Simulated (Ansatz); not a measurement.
## Lattice dynamics of SiPb (model cell, started as zinc blende)

Aim: the vibrations of SiPb (model cell, started as zinc blende), their spectra, and whether the structure is stable.

Calculated with Ansatz 0.2.0; DFT LDA, scalar-relativistic, plane waves, PAW.

The structure was built from a prototype and need not be the compound's stable phase.

**1. The structure**

It takes space group F-43m (No. 216, cubic). The conventional cell has a = 5.916 Å, b = 5.916 Å, c = 5.916 Å, α = 90.00°, β = 90.00°, γ = 90.00°. Nearest to Pb lie 4 Si at 2.56 Å. Nearest to Si lie 4 Pb at 2.56 Å. Farther neighbours are not listed.

Structure file:

```cif
data_structure
_symmetry_space_group_name_H-M 'F-43m'
_symmetry_Int_Tables_number 216
_cell_length_a 5.9155
_cell_length_b 5.9155
_cell_length_c 5.9155
_cell_angle_alpha 90.000
_cell_angle_beta 90.000
_cell_angle_gamma 90.000
_cell_volume 207.01
loop_
_atom_site_label
_atom_site_type_symbol
_atom_site_symmetry_multiplicity
_atom_site_Wyckoff_symbol
_atom_site_fract_x
_atom_site_fract_y
_atom_site_fract_z
_atom_site_occupancy
Pb1 Pb 4 a 0.00000 0.00000 0.00000 1
Si1 Si 4 d 0.25000 0.25000 0.75000 1
```

**2. Relaxation**

The cell and atoms are relaxed, since residual forces and stress would shift the frequencies.

File input.yaml:

```yaml
crystal:
  lattice:
    - [0.0, 2.95777, 2.95777]
    - [2.95777, 0.0, 2.95777]
    - [2.95777, 2.95777, 0.0]
  atoms:
    - { symbol: Pb, position: [0.0, 0.0, 0.0] }
    - { symbol: Si, position: [0.25, 0.25, 0.25] }
kpoints:
  mp_grid: { grid: [10, 10, 10] }
hamiltonian:
  xc: lda
scf:
  occupations: { method: gaussian, width: 0.1 }
output:
  forces: true
  stress: true
  eigenvalues: true
relax:
  adjacent_minimum: "off"
  f_tol: 0.005
  max_steps: 80
  cell: { stress_tol: 0.05 }
```

Run with:

```sh
$ ansatz run input.yaml --threads 4 --pin off --max-ram 7168MiB --backend cpu --events-out ev --progress --plain --runs-dir out
```

Numbers of over 12 decimals in the logs are rounded to 6 here.

Output:

```text
Engine: ansatz 0.2.0, aarch64-unknown-linux-gnu
Pseudopotentials: kind: paw
Pseudopotential: Pb, paw, valence charge 14, recommended cutoff 420 eV (normal), Pb.paw.azcp
Pseudopotential: Si, paw, valence charge 4, recommended cutoff 420 eV (normal), Si.paw.azcp
Functional definition: SPW92
  exchange = slater_x
  correlation = pw_c
Crystal: 2 atoms, lattice volume = 51.752 Å³
Basis set: ecut = 420 eV, 965 PW (Γ)
Bands: 13, of which v1, the nominal top of the filled ones, is band 9 counted from 1 (8 counted from 0)
Symmetry: 24 space group operations
Space group: F-43m (ITA 216), of the structure as read, at distance tolerance 3.7e-5 Å
k-points: 47 of 1000 (time reversal used)
Non-local potential: Pb, projectors of the file, l = 0: 2, l = 1: 2, l = 2: 2, l = 3: 2
Non-local potential: Si, projectors of the file, l = 0: 2, l = 1: 2, l = 2: 2
PAW form: soft (Blöchl's): semilocal exchange-correlation on the pseudo side does not see the compensation charge
PAW frozen core: Pb, regenerated for the run's functional, and the local potential with it (the file was generated under x = pbe(κ = 0.804, μ = 0.219515), c = pbe(β = 0.066725))
PAW frozen core: Si, regenerated for the run's functional, and the local potential with it (the file was generated under x = pbe(κ = 0.804, μ = 0.219515), c = pbe(β = 0.066725))
PAW one-centre angular grid: Pb, 590 points (default); XC on 64 Gauss nodes
PAW one-centre angular grid: Si, 110 points (default); XC on 64 Gauss nodes
Initial density: superposition of atomic densities (neutral atoms: chi_scale 0, normalization atom), corrected by the library's trained network
Initial wavefunctions: pseudopotential atomic-orbital guess
Functional: x = slater, c = lda
SCF iter   1: F=—  HF=-12209.983115 eV  |F-HF|=—  |Δ(HF+E_count)|=         —  Δρ=4.70e-3  dr2=6.63e-3  ethr=1.77e-3  ⟨swp⟩=6.3  Hψ=4195  notcnv=0
preconditioner: auto → Kerker (q_TF=auto, 2.288 Å⁻¹)  [metal: Δε(μ)=0.069 eV  Ē_g=15.684 eV  σ=0.100 eV  W_gap=0.37  n_scr=14 (ndim 8)  ℏωp=21.9 eV  f_vac=0.004  D(μ)=0.27/eV (n_scr^D=0)]
SCF iter   2: F=—  HF=-12209.982351 eV  |F-HF|=—  |Δ(HF+E_count)|=   7.64e-4  Δρ=2.64e-3  dr2=2.37e-3  ethr=3.69e-5  ⟨swp⟩=2.4  Hψ=1360  notcnv=0
SCF iter   3: F=—  HF=-12209.981864 eV  |F-HF|=—  |Δ(HF+E_count)|=   4.86e-4  Δρ=4.48e-4  dr2=1.28e-4  ethr=1.32e-5  ⟨swp⟩=2.4  Hψ=940  notcnv=0
SCF iter   4: F=—  HF=-12209.981876 eV  |F-HF|=—  |Δ(HF+E_count)|=   1.21e-5  Δρ=1.84e-4  dr2=3.08e-5  ethr=7.12e-7  ⟨swp⟩=2.3  Hψ=1025  notcnv=0
SCF iter   5: F=—  HF=-12209.981877 eV  |F-HF|=—  |Δ(HF+E_count)|=   4.25e-7  Δρ=4.62e-5  dr2=1.86e-6  ethr=1.71e-7  ⟨swp⟩=2.1  Hψ=812  notcnv=0
SCF iter   6: F=-12209.981877 eV  HF=-12209.981877 eV  |F-HF|=3.70e-8  |Δ(HF+E_count)|=   2.05e-7  Δρ=1.16e-5  dr2=7.99e-8  ethr=5.56e-10  ⟨swp⟩=5.3  Hψ=3469  notcnv=0
SCF 1 converged in 6 iterations: F = -12209.981877 eV  dr2 = 7.99e-8
  greatest PAW one-centre occupation: 0.977 electrons in one spin orbital (limit 2), on the Pb atom at site 0 (counted from 0), in its partial waves of l = 2
relax step   1: F+E_penalty+E_count = -12209.98187692 eV  Δ(F+E_penalty+E_count) = +0.000e0 eV  max|allowed force component| = 2.220e-16 eV/Å  Δτ_max = 0.0000 Å  P = +6.982 GPa  Ω = 51.752 Å³  (6 SCF iters, dr2 threshold 1.00e-7 eV, accepted)
Crystal: 2 atoms, lattice volume = 58.707 Å³
Basis set: ecut = 420 eV, 1139 PW (Γ)
Initial density: handed on by an earlier stage of this run
Initial wavefunctions: those handed on with the density
iter 1 solved again at ethr=1.92e-4 eV; its pass at ethr=3.10e-3 eV (dr2=3.45e-2 eV) is discarded
SCF iter   1: F=—  HF=-12210.104342 eV  |F-HF|=—  |Δ(HF+E_count)|=         —  Δρ=6.44e-3  dr2=3.52e-2  ethr=1.92e-4  ⟨swp⟩=1.0  Hψ=5255  notcnv=0
preconditioner: auto → Kerker (q_TF=auto, 2.240 Å⁻¹)  [metal: Δε(μ)=0.020 eV  Ē_g=15.245 eV  σ=0.100 eV  W_gap=0.11  n_scr=14 (ndim 8)  ℏωp=20.6 eV  f_vac=0.030  D(μ)=0.41/eV (n_scr^D=0)]
SCF iter   2: F=—  HF=-12210.097112 eV  |F-HF|=—  |Δ(HF+E_count)|=   7.23e-3  Δρ=3.90e-3  dr2=1.25e-2  ethr=1.92e-4  ⟨swp⟩=1.1  Hψ=617  notcnv=0
SCF iter   3: F=—  HF=-12210.094830 eV  |F-HF|=—  |Δ(HF+E_count)|=   2.28e-3  Δρ=8.27e-4  dr2=9.10e-4  ethr=6.92e-5  ⟨swp⟩=2.0  Hψ=714  notcnv=0
SCF iter   4: F=—  HF=-12210.094847 eV  |F-HF|=—  |Δ(HF+E_count)|=   1.76e-5  Δρ=2.92e-4  dr2=1.13e-4  ethr=5.06e-6  ⟨swp⟩=1.1  Hψ=618  notcnv=0
SCF iter   5: F=—  HF=-12210.094855 eV  |F-HF|=—  |Δ(HF+E_count)|=   7.29e-6  Δρ=6.32e-5  dr2=1.67e-6  ethr=6.25e-7  ⟨swp⟩=2.1  Hψ=803  notcnv=0
SCF iter   6: F=-12210.094855 eV  HF=-12210.094855 eV  |F-HF|=3.82e-8  |Δ(HF+E_count)|=   6.05e-7  Δρ=9.45e-6  dr2=4.94e-8  ethr=1.11e-9  ⟨swp⟩=7.2  Hψ=3357  notcnv=0
SCF 2 converged in 6 iterations: F = -12210.094855 eV  dr2 = 4.94e-8
relax step   2: F+E_penalty+E_count = -12210.09485533 eV  Δ(F+E_penalty+E_count) = -1.130e-1 eV  max|allowed force component| = 6.014e-17 eV/Å  Δτ_max = 0.0000 Å  P = -0.846 GPa  Ω = 58.707 Å³  energy of the carried Pulay correction = -9.861e-4 eV  (6 SCF iters, dr2 threshold 2.00e-7 eV, accepted)
Crystal: 2 atoms, lattice volume = 57.867 Å³
iter 1 solved again at ethr=1.69e-6 eV; its pass at ethr=3.10e-3 eV (dr2=3.03e-4 eV) is discarded
SCF iter   1: F=—  HF=-12210.097738 eV  |F-HF|=—  |Δ(HF+E_count)|=         —  Δρ=6.79e-4  dr2=3.72e-4  ethr=1.69e-6  ⟨swp⟩=3.3  Hψ=4684  notcnv=0
preconditioner: auto → Kerker (q_TF=auto, 2.246 Å⁻¹)  [metal: Δε(μ)=0.058 eV  Ē_g=15.227 eV  σ=0.100 eV  W_gap=0.30  n_scr=14 (ndim 8)  ℏωp=20.7 eV  f_vac=0.005  D(μ)=0.39/eV (n_scr^D=0)]
SCF iter   2: F=—  HF=-12210.097660 eV  |F-HF|=—  |Δ(HF+E_count)|=   7.82e-5  Δρ=4.15e-4  dr2=1.37e-4  ethr=1.69e-6  ⟨swp⟩=1.0  Hψ=611  notcnv=0
SCF iter   3: F=—  HF=-12210.097628 eV  |F-HF|=—  |Δ(HF+E_count)|=   3.16e-5  Δρ=8.42e-5  dr2=9.26e-6  ethr=7.59e-7  ⟨swp⟩=2.0  Hψ=713  notcnv=0
SCF iter   4: F=—  HF=-12210.097628 eV  |F-HF|=—  |Δ(HF+E_count)|=   2.07e-8  Δρ=2.96e-5  dr2=1.10e-6  ethr=5.14e-8  ⟨swp⟩=1.9  Hψ=755  notcnv=0
SCF iter   5: F=-12210.097629 eV  HF=-12210.097629 eV  |F-HF|=4.44e-9  |Δ(HF+E_count)|=   9.06e-8  Δρ=7.10e-6  dr2=2.17e-8  ethr=1.11e-9  ⟨swp⟩=6.9  Hψ=3296  notcnv=0
SCF 3 converged in 5 iterations: F = -12210.097629 eV  dr2 = 2.17e-8
relax step   3: F+E_penalty+E_count = -12210.09762852 eV  Δ(F+E_penalty+E_count) = -2.773e-3 eV  max|allowed force component| = 7.864e-17 eV/Å  Δτ_max = 0.0000 Å  P = -0.160 GPa  Ω = 57.867 Å³  energy of the carried Pulay correction = -8.736e-4 eV  (5 SCF iters, dr2 threshold 2.00e-7 eV, accepted)
[...]
relax step   4: F+E_penalty+E_count = -12210.09774709 eV  Δ(F+E_penalty+E_count) = -1.186e-4 eV  max|allowed force component| = 7.864e-17 eV/Å  Δτ_max = 0.0000 Å  P = +0.005 GPa  Ω = 57.675 Å³  energy of the carried Pulay correction = -8.476e-4 eV  (5 SCF iters, dr2 threshold 6.36e-8 eV, accepted)
Initial wavefunctions: pseudopotential atomic-orbital guess (no wavefunctions were taken with the density)
iter 1 solved again at ethr=3.08e-7 eV; its pass at ethr=3.10e-3 eV (dr2=5.54e-5 eV) is discarded
SCF iter   1: F=—  HF=-12210.098952 eV  |F-HF|=—  |Δ(HF+E_count)|=         —  Δρ=1.18e-4  dr2=1.34e-6  ethr=3.08e-7  ⟨swp⟩=3.9  Hψ=6093  notcnv=0
preconditioner: auto → Kerker (q_TF=auto, 2.247 Å⁻¹)  [metal: Δε(μ)=0.063 eV  Ē_g=15.247 eV  σ=0.100 eV  W_gap=0.33  n_scr=14 (ndim 8)  ℏωp=20.7 eV  f_vac=0.005  D(μ)=0.38/eV (n_scr^D=0)]
SCF iter   2: F=—  HF=-12210.098952 eV  |F-HF|=—  |Δ(HF+E_count)|=   3.98e-7  Δρ=5.99e-5  dr2=3.03e-7  ethr=7.43e-9  ⟨swp⟩=2.2  Hψ=974  notcnv=0
SCF iter   3: F=—  HF=-12210.098952 eV  |F-HF|=—  |Δ(HF+E_count)|=   3.70e-7  Δρ=7.98e-6  dr2=1.12e-8  ethr=1.68e-9  ⟨swp⟩=2.0  Hψ=986  notcnv=0
SCF iter   4: F=—  HF=-12210.098952 eV  |F-HF|=—  |Δ(HF+E_count)|=   3.36e-9  Δρ=5.16e-7  dr2=2.92e-10  ethr=6.21e-11  ⟨swp⟩=2.9  Hψ=1035  notcnv=0
SCF iter   5: F=—  HF=-12210.098952 eV  |F-HF|=—  |Δ(HF+E_count)|=  1.09e-11  Δρ=2.16e-7  dr2=4.43e-11  ethr=1.00e-12  ⟨swp⟩=8.2  Hψ=3577  notcnv=0
SCF iter   6: F=-12210.098952 eV  HF=-12210.098952 eV  |F-HF|=3.64e-12  |Δ(HF+E_count)|=  7.28e-12  Δρ=6.78e-8  dr2=2.30e-12  ethr=1.00e-12  ⟨swp⟩=6.0  Hψ=2361  notcnv=0
SCF 5 converged in 6 iterations: F = -12210.098952 eV  dr2 = 2.30e-12
relax step   5: F+E_penalty+E_count = -12210.09895234 eV  Δ(F+E_penalty+E_count) = -1.205e-3 eV  max|allowed force component| = 1.018e-16 eV/Å  Δτ_max = 0.0000 Å  P = +0.024 GPa  Ω = 57.675 Å³  stress off target by 2.41e-2 GPa  SCF on the basis re-selected at this cell (its energy is not comparable with the rows above)  (6 SCF iters)
basis re-selected at this cell: Δ(F+E_penalty+E_count) = -1.205e-3 eV, ΔP = +0.019 GPa vs the last step (what re-selecting the basis moved, of the pressure what is left beyond the Pulay correction that the steps carried, after the strain that the cell walked since its last selection, with what the two solves' SCF thresholds leave and, on support functions, any second-order correction that the steps lacked; it is no m [...]
SCF converged after 6 iterations
Free energy (F): -12210.098952 eV
Harris-Foulkes:  -12210.098952 eV  (|F-HF|=3.64e-12)
Internal energy: -12210.097034 eV  (E = F + TS)
E sigma→0 (E₀):  -12210.097993 eV
Entropy (-TS):   -0.001918 eV (-0.959 meV/atom)
Fermi energy:    7.188577 eV
--- Per-component energies (eV) ---
  E_band       = -80.070836
  E_kinetic    = 331.781740
  E_local      = -1355.282866  (includes V_loc(G=0)·N_el)
  E_nonlocal   = 381.199197
  E_hartree    = 543.884399
  E_xc         = -272.513067
  E_vxc        = -179.029355  (∫ρ·V_xc dr)
  E_paw        = -10592.691664  (= ΣΔE_a)
  E_vpaw       = -346.508342  (= ΣTr[D̂ρ^β])
  E_aug_tail   = 0.000047  (compensation charges beyond the density's cutoff)
  E_ewald      = -1246.481436
  E_core_change = 0.006617  (= ΣΔE_core)
  E_smearing   = -0.001918  (= −TS)
  E_closure    = -0.000000  (closes the sum)
  Σ components = -12210.098952   (vs F -12210.098952, Δ=0.00e0)
--- Forces (eV/Å), atoms counted from 1 ---
  atom   1  Pb     0.00000000     0.00000000    -0.00000000
  atom   2  Si    -0.00000000    -0.00000000    -0.00000000
  max |Σ_I F_I| component: 5.55e-17 eV/Å
--- Stress (GPa, compression-positive) ---
        0.024132      -0.000000       0.000000
       -0.000000       0.024132       0.000000
        0.000000       0.000000       0.024132
  P = ⅓ Tr σ = 0.0241 GPa (0.241 kbar)
--- Band table (eV; the first three rows and the last of 47) ---
  k-point 0: bands = [... 5 lower, -4.5638, 6.1159, 7.3903, 7.3903, 7.3903, 9.5454, 9.5454, 9.5454]
  k-point 1: bands = [... 5 lower, -4.4573, 5.1197, 7.1817, 7.1817, 7.6735, 9.8078, 9.8078, 9.9176]
  k-point 2: bands = [... 5 lower, -4.1453, 3.5619, 6.7782, 6.7782, 7.5277, 10.2961, 10.2961, 11.0153]
  k-point 46: bands = [... 5 lower, -1.7307, -0.2734, 3.9270, 4.0857, 9.7852, 10.2785, 12.1913, 12.1980]
--- Relaxed structure (4 steps of the walk, 4 accepted, 1 SCFs on fresh bases) ---
  F+E_penalty+E_count = -12210.09895234 eV   max|allowed force component| = 1.018e-16 eV/Å   (the final SCF, on the basis selected at the relaxed cell)
  cell:  # Å, volume = 57.6747 Å³
    - [0, 3.066562, 3.066562]
    - [3.066562, 0, 3.066562]
    - [3.066562, 3.066562, 0]
  atoms:
    - { symbol: Pb, position: [0, 0, 0] }
    - { symbol: Si, position: [0.25, 0.25, 0.25] }
```

It took 14 s on 4 threads of Arm Neoverse N1, shared host; peak memory 0.37 GiB; 34 s of CPU time.

The steps of the relaxation:

```csv
step,energy less that of the first step (eV),largest force component (eV/Å),pressure (GPa),volume (Å³)
1,0.0000,0.0000,6.98,51.75
2,-0.1130,0.0000,-0.85,58.71
3,-0.1158,0.0000,-0.16,57.87
4,-0.1159,0.0000,0.01,57.67
5*,-0.1171,0.0000,0.02,57.67
```

Relaxation steps marked * repeat the geometry before them on a plane-wave basis chosen anew for their cell, so energy and pressure can jump there.

Forces are held to the 24 operations that the run works with; a distortion that breaks them can't arise in this run.

```csv
"conventional cell, symmetrised",before,after,change
a (Å),5.916,6.133,+3.7 %
b (Å),5.916,6.133,+3.7 %
c (Å),5.916,6.133,+3.7 %
volume (Å³/atom),25.88,28.84,+11.4 %
```

Final coordinates:

```xyz
2
Lattice="0.0000 3.0666 3.0666 3.0666 0.0000 3.0666 3.0666 3.0666 0.0000" Properties=species:S:1:pos:R:3 pbc="T T T"
Pb    0.0000    0.0000    0.0000
Si    1.5333    1.5333    1.5333
```

This step gave:

```
pressure          : 0.02413 GPa
volume per atom   : 28.84 Å³
gap on the k-mesh : 0 eV
```

In this step the volume went from 25.88 to 28.84 Å³/atom.

**3. Relaxation**

The relaxation is repeated from its end on the same settings, as a check that it has come to rest.

Changes to input.yaml since step 2:

```diff
@@ -2,5 +2,5 @@
   lattice:
-    - [0.0, 2.95777, 2.95777]
-    - [2.95777, 0.0, 2.95777]
-    - [2.95777, 2.95777, 0.0]
+    - [0.0, 3.066562484, 3.066562484]
+    - [3.066562484, 0.0, 3.066562484]
+    - [3.066562484, 3.066562484, 0.0]
   atoms:
```

Output:

```text
[...]
Crystal: 2 atoms, lattice volume = 57.675 Å³
Basis set: ecut = 420 eV, 1139 PW (Γ)
Bands: 13, of which v1, the nominal top of the filled ones, is band 9 counted from 1 (8 counted from 0)
Symmetry: 24 space group operations
[...]
k-points: 47 of 1000 (time reversal used)
[...]
k-point 46: bands = [... 5 lower, -1.7307, -0.2734, 3.9270, 4.0857, 9.7852, 10.2785, 12.1913, 12.1980]
--- Relaxed structure (1 steps of the walk, 1 accepted, 1 SCFs on fresh bases) ---
[...]
cell:  # Å, volume = 57.6747 Å³
    - [0.0, 3.066562484, 3.066562484]
    - [3.066562484, 0.0, 3.066562484]
    - [3.066562484, 3.066562484, 0.0]
  atoms:
    - { symbol: Pb, position: [0.0, 0.0, 0.0] }
    - { symbol: Si, position: [0.250000, 0.250000, 0.250000] }
[key lines of the parts left out:]
SCF converged after 5 iterations
Free energy (F): -12210.098952 eV
Fermi energy:    7.188578 eV
P = ⅓ Tr σ = 0.0241 GPa (0.241 kbar)
```

Run time: 6.5 s. Hardware: 4 threads; peak memory 0.37 GiB; 15 s of CPU time.

Little changed from the start: no atom moved by 0.005 Å and no cell edge by 0.1 %.

In this step the volume went from 28.84 to 28.84 Å³/atom.

**4. Relaxing to small forces for the phonons**

Phonons need a cell at rest on their own settings, so the relaxation is repeated with tight tolerances on forces and stress, using the mesh and the filling of the phonon run that follows.

input.yaml, the sections that differ from step 3:

```yaml
kpoints:
  mp_grid: { grid: [12, 12, 12] }
scf:
  occupations: { method: methfessel_paxton, width: 0.15 }
relax:
  adjacent_minimum: "off"
  f_tol: 0.001
  max_steps: 60
  cell: { stress_tol: 0.01 }
# crystal, hamiltonian, output: as in step 3
```

Output:

```text
[...]
Crystal: 2 atoms, lattice volume = 57.675 Å³
Basis set: ecut = 420 eV, 1139 PW (Γ)
Bands: 13, of which v1, the nominal top of the filled ones, is band 9 counted from 1 (8 counted from 0)
Symmetry: 24 space group operations
[...]
k-points: 72 of 1728 (time reversal used)
[...]
k-point 71: bands = [... 5 lower, -1.7275, -0.2607, 3.8672, 4.0407, 10.1809, 11.0969, 11.3198, 11.7431]
--- Relaxed structure (1 steps of the walk, 1 accepted, 1 SCFs on fresh bases) ---
[...]
cell:  # Å, volume = 57.6747 Å³
    - [0.0, 3.066562484, 3.066562484]
    - [3.066562484, 0.0, 3.066562484]
    - [3.066562484, 3.066562484, 0.0]
  atoms:
    - { symbol: Pb, position: [0.0, 0.0, 0.0] }
    - { symbol: Si, position: [0.250000, 0.250000, 0.250000] }
[key lines of the parts left out:]
SCF converged after 6 iterations
Free energy (F): -12210.100563 eV
Fermi energy:    7.216577 eV
P = ⅓ Tr σ = -0.0046 GPa (-0.046 kbar)
```

It took 9 s on 4 threads; peak memory 0.4 GiB; 24 s of CPU time.

Little changed from the start: no atom moved by 0.005 Å and no cell edge by 0.1 %.

This step gave:

* pressure: -0.004623 GPa

The forces vanish by symmetry and the pressure is -0.005 GPa, within the tolerances set. The cell now holds 28.84 Å³/atom.

**5. Zone-centre response**

The zone centre comes first: it holds the modes that light can see, as far as symmetry allows. No field response is asked, since the mesh shows no gap.

Changes to input.yaml since step 4:

```diff
@@ -15,9 +15,4 @@
 output:
-  forces: true
-  stress: true
   eigenvalues: true
-relax:
-  adjacent_minimum: "off"
-  f_tol: 0.001
-  max_steps: 60
-  cell: { stress_tol: 0.01 }
+phonons:
+  method: dfpt
```

Output:

```text
zone centre: on kpoints.mp_grid the ground state, and the responses unless they are solved on pairs of k-points, stand on 163 of the mesh's 1728 k-points, reduced under 8 symmetry operations, with k and −k counted as one. Each operation leaves every solved displacement unchanged or reverses it
[...]
Crystal: 2 atoms, lattice volume = 57.675 Å³
Basis set: ecut = 420 eV, 1139 PW (Γ), exchange–correlation on 60×60×60 points (8 copies of the dense FFT grid, shifted against one another)
Bands: 13, of which v1, the nominal top of the filled ones, is band 9 counted from 1 (8 counted from 0)
Symmetry: 24 space group operations
k-points: 163 of 1728 (irreducible under 8 space group operations, time reversal used)
[...]
SCF iter   1: F=—  HF=-12210.103359 eV  |F-HF|=—  |Δ(HF+E_count)|=         —  Δρ=4.49e-3  dr2=9.83e-3  ethr=1.77e-3  ⟨swp⟩=6.3  Hψ=14443  notcnv=0
[...]
SCF iter  10: F=-12210.100563 eV  HF=-12210.100563 eV  |F-HF|=3.64e-12  |Δ(HF+E_count)|=  3.64e-12  S|Δr|=    0.00e0  Δρ=3.42e-8  dr2=1.54e-12  ethr=1.00e-12  ⟨swp⟩=7.0  Hψ=11904  notcnv=0
SCF 1 converged in 10 iterations: F = -12210.100563 eV  dr2 = 1.54e-12
[...]
DFPT response loops at Γ: preconditioner auto → Kerker (q_TF=auto, 2.247 Å⁻¹) (partly filled bands, converged f_vac=0.005); β = 1.00, the filter's whole step (`scf.mixing.beta` (0.50) is not read by the response loops under this deck's `scf.mixing.preconditioner`; to damp them name `kerker` or `kerker_dos`, under which they read `scf.mixing.beta`, and type it under 1.00, their step now; both keys bind the ground state too); Broyden in place of MSR1
SCF converged after 10 iterations
[...]
Free energy (F): -12210.100563 eV
[...]
Internal energy: -12210.100332 eV  (E = F + TS)
E sigma→0 (E₀):  -12210.100505 eV
Entropy (-TS):   -0.000231 eV (-0.115 meV/atom)
Fermi energy:    7.216577 eV
[...]
--- Band table (eV; the first three rows and the last of 163) ---
  k-point 0: bands = [... 5 lower, -4.5637, 6.1159, 7.3904, 7.3904, 7.3904, 9.5454, 9.5454, 9.5454]
  k-point 1: bands = [... 5 lower, -4.4896, 5.3610, 7.2393, 7.2393, 7.6464, 9.7352, 9.7352, 9.7966]
  k-point 2: bands = [... 5 lower, -4.2708, 4.0870, 6.9160, 6.9160, 7.6138, 10.1373, 10.1373, 10.5984]
  k-point 162: bands = [... 5 lower, -1.7275, -0.2607, 3.8672, 4.0407, 10.1809, 11.0969, 11.3198, 11.7431]
--- Phonons (Γ-DFPT): 2 representative perturbations + reference, on 163 of 1728 k-points (Σ response iterations 6) ---
  k mesh reduced under 8 symmetry operations, with k and −k counted as one. Each operation leaves every solved displacement unchanged or reverses it
  ASR residual: 5.255e-6 → 0.000e0 eV/Å²; symmetrization residual: 4.371e-6 eV/Å²
  ASR residual per site (eV/Å²): 5.25e-6 3.54e-6
  Γ frequencies (cm⁻¹): 0.00 0.00 0.00 284.37 284.37 284.37
  non-analytic LO–TO correction: not included (Born effective charges unavailable; polar crystals: no LO–TO splitting at Γ)
```

Elapsed: 26 s, on 4 threads; peak memory 0.65 GiB.

This step gave:

```
sum-rule residual before enforcement                    : 5.25e-6 eV/Å²
point group                                             : -43m
highest optical mode at the zone centre (no LO-TO term) : 284.4 cm⁻¹
lowest optical zone-centre mode                         : 284.4 cm⁻¹
```

Patterns of degenerate modes are one choice out of their space. Modes at Γ, with each element's share of the kinetic energy:

```csv
mode,frequency (cm⁻¹),symmetry,Pb %,Si %
1,0.0,acoustic,88,12
2,0.0,acoustic,88,12
3,0.0,acoustic,88,12
4,284.4,T2,12,88
5,284.4,T2,12,88
6,284.4,T2,12,88
```

Displacements in mode 5 (284.4 cm⁻¹), the largest set to 1:
```
Pb1 -0.14  0.00  0.00
Si2  1.00  0.00  0.00
```

Before it was imposed, the acoustic sum rule was missed by 5.3e-6 eV/Å². Small misses are needed for a sound result but don't prove that mesh and cutoff are converged. The lowest optical mode is real, 284 cm⁻¹.

(Part 1 of 2 ends here.)

[Logs are printed without paths, hosts, clocks, repeated set-up lines and the standing remarks that a program may print on its own settings, such as how far it seeks lower states.]

[Hosts, paths, dates, database ids (printed as entryN), source tags and the programs' standing remarks are cut or masked in the printed files.]
